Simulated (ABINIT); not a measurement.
# Completion of the band sum in GW: SrTiO3 (Tausonite), part 2 of 2

Aim: few bands, with and without a completion of the sum over empty states, for SrTiO3 (Tausonite).

ABINIT 10.8.3; PBE and many-body steps on it, plane waves. Known limits of the many-body steps: short of the basis limit; no spin-orbit coupling; coarse k mesh.

So far. Step 3 (Screening, 4×4×4 mesh, 197 bands, screening to 190.5 eV): Local fields lower ε∞ by 6 %. On a Γ-centred mesh this coarse the value itself is usually too large, while a short band sum pulls it down. Step 4 (197 bands): The gap on the mesh goes from 1.91 eV to 3.48 eV, a correction of +1.57 eV.

### Step 6. 35 bands

This step: G0W0 on PBE, plane waves, norm-conserving pseudopotentials.

The input, run.abi:

```
acell 3*1.0 Angstrom
rprim 
  3.905280000000 0.000000000000 0.000000000000
  0.000000000000 3.905280000000 0.000000000000
  0.000000000000 0.000000000000 3.905280000000
ntypat 3
znucl 38 22 8
natom 5
typat 1 2 3 3 3
xred 
  0.500000000000 0.500000000000 0.500000000000
  0.000000000000 0.000000000000 0.000000000000
  0.500000000000 0.000000000000 0.000000000000
  0.000000000000 0.500000000000 0.000000000000
  0.000000000000 0.000000000000 0.500000000000
pp_dirpath "pseudos"
pseudos "Sr.upf, Ti.upf, O.upf"
ecut 38
ngkpt 4 4 4
nshiftk 1
shiftk 0 0 0
kptopt 1
chksymbreak 0
istwfk *1
occopt 1
irdwfk 1
optdriver 4
nband 35
gwcalctyp 0
ecutsigx 38
symsigma 1
nkptgw 2
kptgw 
  0.5000000000 0.5000000000 0.5000000000
  0.0000000000 0.0000000000 0.0000000000
bdgw 
  18 23
  18 23
ecuteps 7
irdscr 1
ppmodel 1
indata_prefix "in"
outdata_prefix "out"
tmpdata_prefix "tmp"
```

The run is started by

```bash
$ OMP_NUM_THREADS=1 mpirun -n 8 abinit run.abi > log
```

Log:

```text
.Version 10.8.3 of ABINIT. v10.8.2 released Aug 2026.

 Symmetries : space group Pm -3 m (#221); Bravais cP (primitive cubic)
[... echo of the input left out ...]
== DATASET  1 ==================================================================
-   mpi_nproc: 8, omp_nthreads: 1 (-1 if OMP is not activated)

--- !DatasetInfo
iteration_state: {dtset: 1, }
dimensions: {natom: 5, nkpt: 10, mband: 35, nsppol: 1, nspinor: 1, nspden: 1, mpw: 4632, }
cutoff_energies: {ecut:  38.0, pawecutdg:  -1.0, }
electrons: {nelect:   4.00000000E+01, charge:   0.00000000E+00, occopt:   1.00000000E+00, tsmear:   1.00000000E-02, }

 SIGMA: Calculation of the GW corrections

 Based on a program developped by R.W. Godby, V. Olevano, G. Onida, and L. Reining.
 Incorporated in ABINIT by V. Olevano, G.-M. Rignanese, and M. Torrent.
.Using double precision arithmetic ; gwpc =  8

[... cell and pseudopotentials left out ...]
--------------------------------------------------------------------------------

 ==== K-mesh for the wavefunctions ====
 Number of points in the irreducible wedge :    10
[... list of points left out ...]
 Together with 48 symmetry operations and time-reversal symmetry
 yields    64 points in the full Brillouin Zone.

 ==== Q-mesh for screening function ====
 Number of points in the irreducible wedge :    10
[... list of points left out ...]
 Together with 48 symmetry operations and time-reversal symmetry
 yields    64 points in the full Brillouin Zone.

 vcoul_init : cutoff-mode = AUXILIARY_FUNCTION
 q-points for optical limit:   1
     1)      0.000010    0.000020    0.000030
 setmesh: FFT mesh size selected  =    45x   45x   45
          total number of points  =        91125

 Number of electrons calculated from density =   40.0000; Expected =   40.0000
[...]
number of omega for Sigma on real axis              0
 max omega for Sigma on real axis  [eV]           0.00
 zcut for avoiding poles [eV]                     0.10

 EPSILON^-1 parameters (SCR file):
 dimension of the eps^-1 matrix on file            365
 dimension of the eps^-1 matrix used               365
 number of plane-waves for wavefunctions          4457
 number of bands                                    35
 number of q-points in IBZ                          10
 number of frequencies                               2
 number of real frequencies                          1
 number of imag frequencies                          1

 matrix elements of self-energy operator (all in [eV])

 Perturbative Calculation

--- !SelfEnergy_ee
iteration_state: {dtset: 1, }
kpoint     : [   0.500,    0.500,    0.500, ]
spin       : 1
KS_gap     :    4.517
QP_gap     :    6.568
Delta_QP_KS:    2.051
data: !SigmaeeData |
     Band     E0 <VxcDFT>   SigX SigC(E0)      Z dSigC/dE  Sig(E)    E-E0       E
       18   6.925 -20.195 -25.189   5.694   0.744  -0.344 -19.674   0.521   7.446
       19   6.925 -20.195 -25.189   5.694   0.744  -0.344 -19.674   0.521   7.446
       20   6.925 -20.195 -25.189   5.694   0.744  -0.344 -19.674   0.521   7.446
[...]
--- !SelfEnergy_ee
iteration_state: {dtset: 1, }
kpoint     : [   0.000,    0.000,    0.000, ]
spin       : 1
KS_gap     :    2.263
QP_gap     :    4.105
Delta_QP_KS:    1.842
data: !SigmaeeData |
     Band     E0 <VxcDFT>   SigX SigC(E0)      Z dSigC/dE  Sig(E)    E-E0       E
[...]
22   8.833 -18.883 -11.450  -4.357   0.765  -0.306 -16.528   2.355  11.187
       23   8.833 -18.883 -11.450  -4.357   0.765  -0.306 -16.528   2.355  11.187

== END DATASET(S) ==============================================================
================================================================================

 -outvars: echo values of variables after computation  --------
           etotal      0.0000000000E+00
            nband          35
             nkpt          10
          spgroup         221
 [... the other variables as echoed above ...]

 Calculation completed.
```

Wall time 6.6 s (8 MPI ranks of Arm Neoverse V2, shared host); peak memory 1.9 GiB.

Numbers from this step:

```
G0W0 gap on the mesh                         : 3.741 eV
starting gap on the mesh                     : 1.908 eV
k of the valence top                         : 0.5, 0.5, 0.5
k of the conduction bottom                   : 0, 0, 0
Z at the valence top                         : 0.744
Z at the conduction bottom                   : 0.765
least direct G0W0 gap on the computed points : 4.104 eV
```

Against G0W0 in ABINIT (4×4×4 mesh, 197 bands, screening to 190.5 eV, Godby-Needs plasmon pole), the gap moves by +0.262 eV.

### Step 7. Screening, 4×4×4 mesh, 35 bands, screening to 190.5 eV

This step: RPA screening on PBE, plane waves, norm-conserving pseudopotentials.

Changes to run.abi since step 6:

```diff
@@ -26,17 +26,10 @@
 irdwfk 1
-optdriver 4
+optdriver 3
 nband 35
-gwcalctyp 0
-ecutsigx 38
-symsigma 1
-nkptgw 2
-kptgw 
-  0.5000000000 0.5000000000 0.5000000000
-  0.0000000000 0.0000000000 0.0000000000
-bdgw 
-  18 23
-  18 23
 ecuteps 7
-irdscr 1
-ppmodel 1
+inclvkb 2
+awtr 1
+symchi 1
+gwcomp 1
+gwencomp 3
 indata_prefix "in"
```

Log:

```text
.Version 10.8.3 of ABINIT. v10.8.2 released Aug 2026.

 Symmetries : space group Pm -3 m (#221); Bravais cP (primitive cubic)
[... echo of the input left out ...]
== DATASET  1 ==================================================================
-   mpi_nproc: 8, omp_nthreads: 1 (-1 if OMP is not activated)

--- !DatasetInfo
iteration_state: {dtset: 1, }
dimensions: {natom: 5, nkpt: 10, mband: 35, nsppol: 1, nspinor: 1, nspden: 1, mpw: 4632, }
cutoff_energies: {ecut:  38.0, pawecutdg:  -1.0, }
[...]
--------------------------------------------------------------------------------
[... chi0 elements left out ...]
 For q-point:  0.000010 0.000020 0.000030
  dielectric constant =   6.1728
  dielectric constant without local fields =   6.4301

  Average fulfillment of the sum rule on Im[epsilon] for q-point    1 :    147.82  [%]
[... wings left out ...]
  q-point number  2        q = ( 0.250000, 0.000000, 0.000000) [r.l.u.]
--------------------------------------------------------------------------------
[... chi0 elements left out ...]
  Average fulfillment of the sum rule on Im[epsilon] for q-point    2 :    161.33  [%]

 [... 8 further q-points ...]
```

Wall time 81 s (8 MPI ranks); peak memory 1.8 GiB.

Read from the output:

```
ε∞ with local fields, on this mesh    : 6.173
ε∞ without local fields, on this mesh : 6.430
plasma frequency                      : 30.43 eV
plane waves in the screening matrix   : 365
```

### Step 8. 35 bands, completed

This step: G0W0 on PBE, plane waves, norm-conserving pseudopotentials.

Changes to run.abi since step 7:

```diff
@@ -26,8 +26,17 @@
 irdwfk 1
-optdriver 3
+optdriver 4
 nband 35
+gwcalctyp 0
+ecutsigx 38
+symsigma 1
+nkptgw 2
+kptgw 
+  0.5000000000 0.5000000000 0.5000000000
+  0.0000000000 0.0000000000 0.0000000000
+bdgw 
+  18 23
+  18 23
 ecuteps 7
-inclvkb 2
-awtr 1
-symchi 1
+irdscr 1
+ppmodel 1
 gwcomp 1
```

Log:

```text
.Version 10.8.3 of ABINIT. v10.8.2 released Aug 2026.

 Symmetries : space group Pm -3 m (#221); Bravais cP (primitive cubic)
[... echo of the input left out ...]
== DATASET  1 ==================================================================
-   mpi_nproc: 8, omp_nthreads: 1 (-1 if OMP is not activated)

--- !DatasetInfo
iteration_state: {dtset: 1, }
dimensions: {natom: 5, nkpt: 10, mband: 35, nsppol: 1, nspinor: 1, nspden: 1, mpw: 4632, }
cutoff_energies: {ecut:  38.0, pawecutdg:  -1.0, }
[...]
Band     E0 <VxcDFT>   SigX SigC(E0)      Z dSigC/dE  Sig(E)    E-E0       E
[...]
22   8.833 -18.883 -11.450  -5.705   0.778  -0.286 -17.539   1.344  10.177
       23   8.833 -18.883 -11.450  -5.705   0.778  -0.286 -17.539   1.344  10.177

== END DATASET(S) ==============================================================
================================================================================

 -outvars: echo values of variables after computation  --------
           etotal      0.0000000000E+00
            nband          35
             nkpt          10
          spgroup         221
 [... the other variables as echoed above ...]

 Calculation completed.
```

Run time: 6.9 s. Hardware: 8 MPI ranks; peak memory 1.9 GiB.

Numbers from this step:

```
G0W0 gap on the mesh                         : 3.457 eV
starting gap on the mesh                     : 1.908 eV
k of the valence top                         : 0.5, 0.5, 0.5
k of the conduction bottom                   : 0, 0, 0
least direct G0W0 gap on the computed points : 3.826 eV
```

Against G0W0 in ABINIT (4×4×4 mesh, 197 bands, screening to 190.5 eV, Godby-Needs plasmon pole), the gap moves by −0.022 eV.

### Step 9. Screening, 4×4×4 mesh, 82 bands, screening to 190.5 eV

This step: RPA screening on PBE, plane waves, norm-conserving pseudopotentials.

Changes to run.abi since step 8:

```diff
@@ -26,19 +26,8 @@
 irdwfk 1
-optdriver 4
-nband 35
-gwcalctyp 0
-ecutsigx 38
-symsigma 1
-nkptgw 2
-kptgw 
-  0.5000000000 0.5000000000 0.5000000000
-  0.0000000000 0.0000000000 0.0000000000
-bdgw 
-  18 23
-  18 23
+optdriver 3
+nband 82
 ecuteps 7
-irdscr 1
-ppmodel 1
-gwcomp 1
-gwencomp 3
+inclvkb 2
+awtr 1
+symchi 1
 indata_prefix "in"
```

Log:

```text
.Version 10.8.3 of ABINIT. v10.8.2 released Aug 2026.

 Symmetries : space group Pm -3 m (#221); Bravais cP (primitive cubic)
[... echo of the input left out ...]
== DATASET  1 ==================================================================
-   mpi_nproc: 8, omp_nthreads: 1 (-1 if OMP is not activated)

--- !DatasetInfo
iteration_state: {dtset: 1, }
dimensions: {natom: 5, nkpt: 10, mband: 82, nsppol: 1, nspinor: 1, nspden: 1, mpw: 4632, }
cutoff_energies: {ecut:  38.0, pawecutdg:  -1.0, }
[...]
--------------------------------------------------------------------------------
[... chi0 elements left out ...]
 For q-point:  0.000010 0.000020 0.000030
  dielectric constant =   6.3747
  dielectric constant without local fields =   6.7565

  Average fulfillment of the sum rule on Im[epsilon] for q-point    1 :     50.87  [%]
[... wings left out ...]
  q-point number  2        q = ( 0.250000, 0.000000, 0.000000) [r.l.u.]
--------------------------------------------------------------------------------
[... chi0 elements left out ...]
  Average fulfillment of the sum rule on Im[epsilon] for q-point    2 :     66.71  [%]

 [... 8 further q-points ...]
```

It took 30 s on 8 MPI ranks; peak memory 1.8 GiB; 4 min of CPU time.

Read from the output:

| Item | Value |
| --- | --- |
| ε∞ with local fields, on this mesh | 6.375 |
| ε∞ without local fields, on this mesh | 6.756 |
| plasma frequency | 30.43 eV |
| plane waves in the screening matrix | 365 |

### Step 10. 82 bands

This step: G0W0 on PBE, plane waves, norm-conserving pseudopotentials.

Changes to run.abi since step 9:

```diff
@@ -26,8 +26,17 @@
 irdwfk 1
-optdriver 3
+optdriver 4
 nband 82
+gwcalctyp 0
+ecutsigx 38
+symsigma 1
+nkptgw 2
+kptgw 
+  0.5000000000 0.5000000000 0.5000000000
+  0.0000000000 0.0000000000 0.0000000000
+bdgw 
+  18 23
+  18 23
 ecuteps 7
-inclvkb 2
-awtr 1
-symchi 1
+irdscr 1
+ppmodel 1
 indata_prefix "in"
```

Log:

```text
.Version 10.8.3 of ABINIT. v10.8.2 released Aug 2026.

 Symmetries : space group Pm -3 m (#221); Bravais cP (primitive cubic)
[... echo of the input left out ...]
== DATASET  1 ==================================================================
-   mpi_nproc: 8, omp_nthreads: 1 (-1 if OMP is not activated)

--- !DatasetInfo
iteration_state: {dtset: 1, }
dimensions: {natom: 5, nkpt: 10, mband: 82, nsppol: 1, nspinor: 1, nspden: 1, mpw: 4632, }
cutoff_energies: {ecut:  38.0, pawecutdg:  -1.0, }
[...]
Band     E0 <VxcDFT>   SigX SigC(E0)      Z dSigC/dE  Sig(E)    E-E0       E
[...]
22   8.833 -18.883 -11.450  -5.095   0.781  -0.281 -17.058   1.825  10.658
       23   8.833 -18.883 -11.450  -5.095   0.781  -0.281 -17.058   1.825  10.658

== END DATASET(S) ==============================================================
================================================================================

 -outvars: echo values of variables after computation  --------
           etotal      0.0000000000E+00
            nband          82
             nkpt          10
          spgroup         221
 [... the other variables as echoed above ...]

 Calculation completed.
```

The job ended after 10 s (8 MPI ranks; peak memory 1.9 GiB; 81 s of CPU time).

Read from the output:

* G0W0 gap on the mesh: 3.551 eV
* starting gap on the mesh: 1.908 eV
* k of the valence top: 0.5, 0.5, 0.5
* k of the conduction bottom: 0, 0, 0
* least direct G0W0 gap on the computed points: 3.933 eV

Against G0W0 in ABINIT (4×4×4 mesh, 197 bands, screening to 190.5 eV, Godby-Needs plasmon pole), the gap moves by +0.072 eV.

### Step 11. Screening, 4×4×4 mesh, 82 bands, screening to 190.5 eV

This step: RPA screening on PBE, plane waves, norm-conserving pseudopotentials.

Changes to run.abi since step 10:

```diff
@@ -26,17 +26,10 @@
 irdwfk 1
-optdriver 4
+optdriver 3
 nband 82
-gwcalctyp 0
-ecutsigx 38
-symsigma 1
-nkptgw 2
-kptgw 
-  0.5000000000 0.5000000000 0.5000000000
-  0.0000000000 0.0000000000 0.0000000000
-bdgw 
-  18 23
-  18 23
 ecuteps 7
-irdscr 1
-ppmodel 1
+inclvkb 2
+awtr 1
+symchi 1
+gwcomp 1
+gwencomp 1.5
 indata_prefix "in"
```

Log:

```text
.Version 10.8.3 of ABINIT. v10.8.2 released Aug 2026.

 Symmetries : space group Pm -3 m (#221); Bravais cP (primitive cubic)
[... echo of the input left out ...]
== DATASET  1 ==================================================================
-   mpi_nproc: 8, omp_nthreads: 1 (-1 if OMP is not activated)

--- !DatasetInfo
iteration_state: {dtset: 1, }
dimensions: {natom: 5, nkpt: 10, mband: 82, nsppol: 1, nspinor: 1, nspden: 1, mpw: 4632, }
cutoff_energies: {ecut:  38.0, pawecutdg:  -1.0, }
[...]
--------------------------------------------------------------------------------
[... chi0 elements left out ...]
 For q-point:  0.000010 0.000020 0.000030
  dielectric constant =   6.3902
  dielectric constant without local fields =   6.7565

  Average fulfillment of the sum rule on Im[epsilon] for q-point    1 :     93.12  [%]
[... wings left out ...]
  q-point number  2        q = ( 0.250000, 0.000000, 0.000000) [r.l.u.]
--------------------------------------------------------------------------------
[... chi0 elements left out ...]
  Average fulfillment of the sum rule on Im[epsilon] for q-point    2 :     95.26  [%]

 [... 8 further q-points ...]
```

Run time: 64 s. Hardware: 8 MPI ranks; peak memory 2.1 GiB.

Numbers from this step:

| Item | Value |
| --- | --- |
| ε∞ with local fields, on this mesh | 6.390 |
| ε∞ without local fields, on this mesh | 6.756 |
| plasma frequency | 30.43 eV |
| plane waves in the screening matrix | 365 |

### Step 12. 82 bands, completed

This step: G0W0 on PBE, plane waves, norm-conserving pseudopotentials.

Changes to run.abi since step 11:

```diff
@@ -26,8 +26,17 @@
 irdwfk 1
-optdriver 3
+optdriver 4
 nband 82
+gwcalctyp 0
+ecutsigx 38
+symsigma 1
+nkptgw 2
+kptgw 
+  0.5000000000 0.5000000000 0.5000000000
+  0.0000000000 0.0000000000 0.0000000000
+bdgw 
+  18 23
+  18 23
 ecuteps 7
-inclvkb 2
-awtr 1
-symchi 1
+irdscr 1
+ppmodel 1
 gwcomp 1
```

Log:

```text
.Version 10.8.3 of ABINIT. v10.8.2 released Aug 2026.

 Symmetries : space group Pm -3 m (#221); Bravais cP (primitive cubic)
[... echo of the input left out ...]
== DATASET  1 ==================================================================
-   mpi_nproc: 8, omp_nthreads: 1 (-1 if OMP is not activated)

--- !DatasetInfo
iteration_state: {dtset: 1, }
dimensions: {natom: 5, nkpt: 10, mband: 82, nsppol: 1, nspinor: 1, nspden: 1, mpw: 4632, }
cutoff_energies: {ecut:  38.0, pawecutdg:  -1.0, }
[...]
Band     E0 <VxcDFT>   SigX SigC(E0)      Z dSigC/dE  Sig(E)    E-E0       E
[...]
22   8.833 -18.883 -11.450  -6.352   0.784  -0.276 -18.036   0.847   9.680
       23   8.833 -18.883 -11.450  -6.352   0.784  -0.276 -18.036   0.847   9.680

== END DATASET(S) ==============================================================
================================================================================

 -outvars: echo values of variables after computation  --------
           etotal      0.0000000000E+00
            nband          82
             nkpt          10
          spgroup         221
 [... the other variables as echoed above ...]

 Calculation completed.
```

It took 11 s on 8 MPI ranks; peak memory 2.1 GiB; 86 s of CPU time.

This step gave:

| Quantity | Value |
| --- | --- |
| G0W0 gap on the mesh | 3.365 eV |
| starting gap on the mesh | 1.908 eV |
| k of the valence top | 0.5, 0.5, 0.5 |
| k of the conduction bottom | 0, 0, 0 |
| least direct G0W0 gap on the computed points | 3.752 eV |

Against G0W0 in ABINIT (4×4×4 mesh, 197 bands, screening to 190.5 eV, Godby-Needs plasmon pole), the gap moves by −0.114 eV.

### Step 13. The runs together

Times are wall times on 8 MPI ranks of Arm Neoverse V2, shared host, good to a factor of about two. A run's time includes the screening step that it read.

```
                run   mesh  bands  screening cutoff (eV)  DFT gap (eV)  gap on the mesh (eV)  direct (eV)  ε∞ used     time
          197 bands  4×4×4    197                  190.5         1.908                 3.479        3.852     6.39  1.7 min
           35 bands  4×4×4     35                  190.5         1.908                 3.741        4.104     6.14     17 s
35 bands, completed  4×4×4     35                  190.5         1.908                 3.457        3.826     6.17     88 s
           82 bands  4×4×4     82                  190.5         1.908                 3.551        3.933     6.37     40 s
82 bands, completed  4×4×4     82                  190.5         1.908                 3.365        3.752     6.39     75 s
```

### Step 14. Outcome

| Property | Result |
| --- | --- |
| 197 bands | 3.479 eV |
| 35 bands | 3.741 eV |
| 35 bands, completed | 3.457 eV |
| 82 bands | 3.551 eV |
| 82 bands, completed | 3.365 eV |

**Reading.** 35 bands: +0.262 eV against 197 bands. 35 bands, completed: −0.022 eV against 197 bands. 82 bands: +0.072 eV against 197 bands. 82 bands, completed: −0.114 eV against 197 bands. The row with most bands is itself short of the limit, so it is no exact reference, and agreement of a truncated run with it can be a cancellation between the edges. The 4×4×4 mesh is coarse for this cell, which bears on the long-range parts of exchange and screening. This is the ideal cubic cell; many perovskites, halides above all, are cubic only on average, and local tilts or off-centring can widen the gap. The many-body steps are scalar-relativistic: spin-orbit coupling is not in them.

[Long decimals in the printed logs are rounded to 6 places.]

[Logs are printed without paths, hosts, clocks, repeated set-up lines and the standing remarks that a program may print on its own settings, such as how far it seeks lower states.]

[Paths, hosts, dates, memory and timing lines, banners, echoed tables and standing remarks are left out of the program output; an Ansatz launch command may be rebuilt from the run's recorded settings. Measured values are a selection of at most five: reports struck by readers or far from the other reports are left out. None is set beside runs whose start may be inverted or whose files or cutoffs have a known fault.]

[Runs of the session that timed out or met a known fault of the program may be left out.]

[Hosts, paths, dates, database ids (printed as entryN), source tags and the programs' standing remarks are cut or masked in the printed files.]

[G0W0 gaps are taken among the corrected bands and points alone; a level outside them can change the order at an edge.]

[Where Ansatz stands beside ABINIT at settings called matched, ABINIT's density can come from a denser mesh and the files from another edition; pairs whose starting gaps differed by over 0.03 eV were left out, so agreement reads better than it is.]
